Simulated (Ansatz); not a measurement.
# Rh (Fm-3m): phonon-mediated transition temperature, part 2 of 2

What Tc do the phonons of Rh (Fm-3m) give, and how does it depend on μ*? The cell shown first is a relaxed one, from steps not shown here.

Ansatz 0.2.0; DFT PBE, scalar-relativistic, plane waves, PAW; PAW set soft_1.

So far, highest frequency, solved or plainly interpolated (cm⁻¹): step 2 (resistivity: q 6×6×6, k 18×18×18, scattering 24×24×24) 236; step 3 (k-mesh 24×24×24, scattering mesh 32×32×32) 235.

## (4) Electron–phonon run: q 8×8×8, k 24×24×24, scattering 44×44×44

The next rung changes the q mesh, which sets the reach of the force constants and couplings; the scattering mesh, which samples the Fermi surface.

File input.yaml:

```yaml
crystal:
  lattice:
    - [0.0, 1.9152441178, 1.9152441178]
    - [1.9152441178, 0.0, 1.9152441178]
    - [1.9152441178, 1.9152441178, 0.0]
  atoms:
    - { symbol: Rh, position: [0.0, 0.0, 0.0] }
kpoints:
  mp_grid: { grid: [24, 24, 24] }
hamiltonian:
  xc: pbe
  pseudopotentials: { kind: paw, azcp: { folder: soft_1 } }
scf:
  occupations: { method: methfessel_paxton, width: 0.2 }
output:
  eigenvalues: true
phonons:
  method: dfpt
  qmesh: [8, 8, 8]
  temperatures: { t_max: 1000, t_step: 50 }
  qpath:
    path:
      - [[0.0, 0.0, 0.0], [0.5, 0.0, 0.5], [0.625, 0.25, 0.625]]
      - [[0.375, 0.375, 0.75], [0.0, 0.0, 0.0], [0.5, 0.5, 0.5], [0.5, 0.25, 0.75], [0.5, 0.0, 0.5]]
    npoints: 6
  electrical_resistivity:
    mesh: [44, 44, 44]
    temperatures: [20.0, 50.0, 80.0, 100.0, 150.0, 200.0, 273.0, 300.0, 400.0, 500.0, 600.0, 800.0]
  superconductivity: { mesh: [44, 44, 44] }
```

Run with:

```sh
$ ansatz run input.yaml --threads 16 --pin off --max-ram 92160MiB --backend cuda --events-out ev --progress --plain --runs-dir out --max-vram 78GiB
```

Numbers of over 12 decimals in the logs are rounded to 6 here.

The program printed:

```text
[...]
Crystal: 1 atoms, lattice volume = 14.051 Å³
Basis set: ecut = 420 eV, 283 PW (Γ), exchange–correlation on 40×40×40 points (8 copies of the dense FFT grid, shifted against one another)
Bands: 13, of which v1, the nominal top of the filled ones, is band 9 counted from 1 (8 counted from 0)
Symmetry: 48 space group operations
k-points: 413 of 13824
[...]
SCF iter   1: F=—  HF=-6403.413554 eV  |F-HF|=—  |Δ(HF+E_count)|=         —  Δρ=1.10e-1  dr2=1.61e0  ethr=3.10e-3  ⟨swp⟩=4.5  Hψ=27952  notcnv=0
[...]
SCF iter   2: F=—  HF=-6402.986122 eV  |F-HF|=—  |Δ(HF+E_count)|=   4.27e-1  S|Δr|=    0.00e0  Δρ=4.39e-2  dr2=1.56e-1  ethr=3.10e-3  ⟨swp⟩=2.1  Hψ=13579  notcnv=0
[...]
SCF iter   8: F=-6402.936465 eV  HF=-6402.936465 eV  |F-HF|=9.09e-13  |Δ(HF+E_count)|=  2.73e-12  S|Δr|=    0.00e0  Δρ=3.02e-8  dr2=3.03e-14  ethr=1.00e-12  ⟨swp⟩=4.8  Hψ=18600  notcnv=0
SCF 1 converged in 8 iterations: F = -6402.936465 eV  dr2 = 3.03e-14
[...]
SCF 2 converged in 8 iterations: F = -6402.936465 eV  dr2 = 3.20e-14
[...]
SCF converged after 8 iterations
[...]
vibrations of 512 cells: unjudged by the run; compare a larger repeat
[...]
--- Superconductivity: potentials and phonons of a 8×8×8 supercell ---
           mesh         λ    ħω_log (meV)  μ* declared at (meV)
       44×44×44    0.3925          20.711               21.432
       22×22×22    0.3914          20.711               21.433
       11×11×11    0.3947          20.759               21.477
  λ by the species' shares of the modes' patterns: Rh 0.3925
[...]
0.08      1.430         1.451         1.385         1.385         1.474         1.474          1.474
      0.10      0.904         0.916         0.853         0.854         0.928         0.928          0.928
      0.12      0.521         0.527         0.480         0.479         0.538         0.538          0.538
      0.13      0.378         0.382         0.344         0.344         0.394         0.394          0.394
      0.14      0.264         0.267         0.239         0.239         0.280         0.280          0.280
      0.16      0.113         0.114         0.101         0.101         0.127         0.127          0.127
      0.20      0.008         0.009    none_found    none_found    none_found    none_found     none_found
  none_found: no transition down to 0.1 K
[...]
vibrations of 512 cells: unjudged by the run; compare a larger repeat
[...]
```

The job ended after 9.7 min (1 × NVIDIA GB200 with 16 threads of Arm Neoverse V2, shared host; peak memory 46 GiB; 1.8 h of CPU time).

Numbers from this step:

```
zero-point energy                    : 0.03149 eV/cell
resistivity at 300 K                 : 4.826 μΩ cm
coupling constant λ                  : 0.3925
density of states at the Fermi level : 0.6708 states/eV a spin and cell
log mean phonon energy ħω_log        : 20.71 meV
transport coupling constant λ_tr     : 0.4206, 0.4206, 0.4206 (xx, yy, zz)
Drude plasma energy                  : 9.81, 9.81, 9.81 eV (xx, yy, zz)
resistivity times mean free path     : 3.296, 3.296, 3.296 × 10⁻¹⁶ Ω m² (xx, yy, zz)
second-moment phonon energy ħω₂      : 21.43 meV
coupling λ by branch                 : 0.147, 0.143, 0.103 (branches by rank of frequency)
```

An empty cell: under 1 mK by a formula, or no transition down to the floor of the Eliashberg search. Transition temperatures:

```tsv
μ*	McMillan Tc (K)	Allen–Dynes Tc (K)	isotropic Fermi-surface Tc (K)	isotropic full bandwidth Tc (K)	anisotropic Fermi-surface Tc (K)	anisotropic full bandwidth Tc (K)	anisotropic narrow window Tc (K)
0.08	1.43	1.45	1.38	1.39	1.47	1.47	1.47
0.1	0.904	0.916	0.853	0.854	0.928	0.928	0.928
0.12	0.521	0.527	0.48	0.479	0.538	0.538	0.538
0.13	0.378	0.382	0.344	0.344	0.394	0.394	0.394
0.14	0.264	0.267	0.239	0.239	0.28	0.28	0.28
0.16	0.113	0.114	0.101	0.101	0.127	0.127	0.127
0.2	0.00849	0.00857	-	-	-	-	-
```

The Eliashberg function α²F has structure finer than the step of the table below, so its rows give means over 1 meV, whole bins alone (the curve runs from 0.113 to 28.9 meV). Peaks (meV: height): α²F 21.7: 0.684, 26.9: 0.544; α²F tr 21.7: 0.722, 26.9: 0.555.

The Eliashberg function α²F by phonon energy; means over each step:

```tsv
phonon energy (meV)	α²F	α²F tr
2	4.6e-5	0
3	1.3e-4	1.0e-5
4	2.4e-4	9.9e-5
5	4.0e-4	1.8e-4
6	6.6e-4	3.5e-4
7	9.9e-4	6.4e-4
8	0.00149	0.00107
9	0.00231	0.00191
10	0.00423	0.00392
11	0.00936	0.00960
12	0.0181	0.0194
13	0.0282	0.0303
14	0.0418	0.0448
15	0.0620	0.0684
16	0.0994	0.113
17	0.190	0.214
18	0.240	0.269
19	0.338	0.381
20	0.475	0.538
21	0.590	0.640
22	0.494	0.489
23	0.247	0.235
24	0.161	0.185
25	0.243	0.272
26	0.321	0.338
27	0.431	0.435
28	0.118	0.111
```

Anisotropic full-bandwidth solution, weighted at the Fermi level. Gaps:

```tsv
mu*	T (K)	mean gap (meV)	5 % (meV)	95 % (meV)	mean Z
0.1	0.232	0.137	0.114	0.166	1.39
0.1	0.464	0.131	0.108	0.158	1.39
0.1	0.696	0.106	0.0875	0.128	1.39
0.1	0.835	0.0715	0.0592	0.0862	1.39
0.13	0.0985	0.0577	0.0459	0.0719	1.39
0.13	0.197	0.055	0.0437	0.0685	1.39
0.13	0.295	0.0443	0.0352	0.0551	1.39
0.13	0.355	0.0299	0.0238	0.0372	1.39
0.16	0.0317	0.0183	0.0138	0.0238	1.39
0.16	0.0634	0.0174	0.0131	0.0226	1.39
0.16	0.0952	0.014	0.0105	0.0181	1.39
0.16	0.114	0.00943	0.00711	0.0122	1.39
```

The dTc/da2F by phonon energy:

```tsv
phonon energy (meV)	dTc/da2F (K/meV)
1	-
2	3.65
3	2.92
4	2.45
5	2.12
6	1.87
7	1.69
8	1.53
9	1.39
10	1.28
11	1.19
12	1.11
13	1.03
14	0.974
15	0.918
16	0.867
17	0.821
18	0.779
19	0.741
20	0.707
21	0.675
22	0.645
23	0.619
24	0.593
25	0.570
26	0.548
27	0.527
28	0.508
```

Table of share of the Fermi-level states by lambda of a state:

```tsv
lambda of a state	share of the Fermi-level states
0.239	1.0e-4
0.265	0
0.291	0.0015
0.317	0.0412
0.343	0.147
0.369	0.260
0.394	0.223
0.420	0.163
0.446	0.102
0.472	0.0305
0.498	0.0107
0.524	0.013
0.549	0.0045
0.575	0.0024
0.601	9.0e-4
0.627	0
0.653	0
0.679	0
0.704	1.0e-4
0.730	0
0.756	0
0.782	0
0.808	0
0.834	2.0e-4
```

## (5) Summary of results

| Property | Result |
| --- | --- |
| meshes | q 8×8×8, k 24×24×24, scattering 44×44×44 |
| coupling constant λ | 0.393 |
| log mean phonon energy ħω_log | 20.7 meV |
| Allen–Dynes Tc at μ* = 0.1 | 0.916 K |
| Allen–Dynes Tc at μ* = 0.13 | 0.382 K |
| anisotropic Eliashberg Tc at μ* = 0.1 | 0.928 K |
| anisotropic Eliashberg Tc at μ* = 0.13 | 0.394 K |

In words: In the last run (PBE, q 8×8×8, k 24×24×24, scattering 44×44×44), with λ = 0.39 and ħω_log = 20.7 meV, Tc at μ* = 0.13 is 0.38 K by McMillan's formula, 0.38 K by Allen and Dynes's and 0.39 K by the anisotropic Eliashberg equations. Measured: transition temperature: 0.000325 K (bulk, normal pressure; compiled value; quoted in “List of superconductors”, 2026, Wikipedia's table of superconducting elements, as read in December). At μ* = 0.13 the calculation gives 0.39 K, far above it. These runs do not show the cause; candidates are the relaxed cell, a larger μ*, spin fluctuations and the meshes. Raising μ* from 0.10 to 0.16 lowers the Allen–Dynes value from 0.92 to 0.11 K. The mean gap at a quarter of Tc gives 2Δ/k_B Tc = 3.40, against 3.53 in weak-coupling theory. The gap spreads from 0.046 to 0.072 meV over nine tenths of the Fermi surface. The run's transport test calls it not converged in the mesh; ρ(300 K) moves by 7 % in the component that moves most. Over the runs, λ takes the values 0.388, 0.393 and 0.393, in the order shown. μ* is a typed number, phonons are harmonic, and spin fluctuations are left out; at μ* = 0.13 McMillan's formula turns 1 % in λ into about 8.0 % in Tc.

[Logs are printed without paths, hosts, clocks, repeated set-up lines and the standing remarks that a program may print on its own settings, such as how far it seeks lower states.]

[Hosts, paths, dates, database ids (printed as entryN), source tags and the programs' standing remarks are cut or masked in the printed files.]
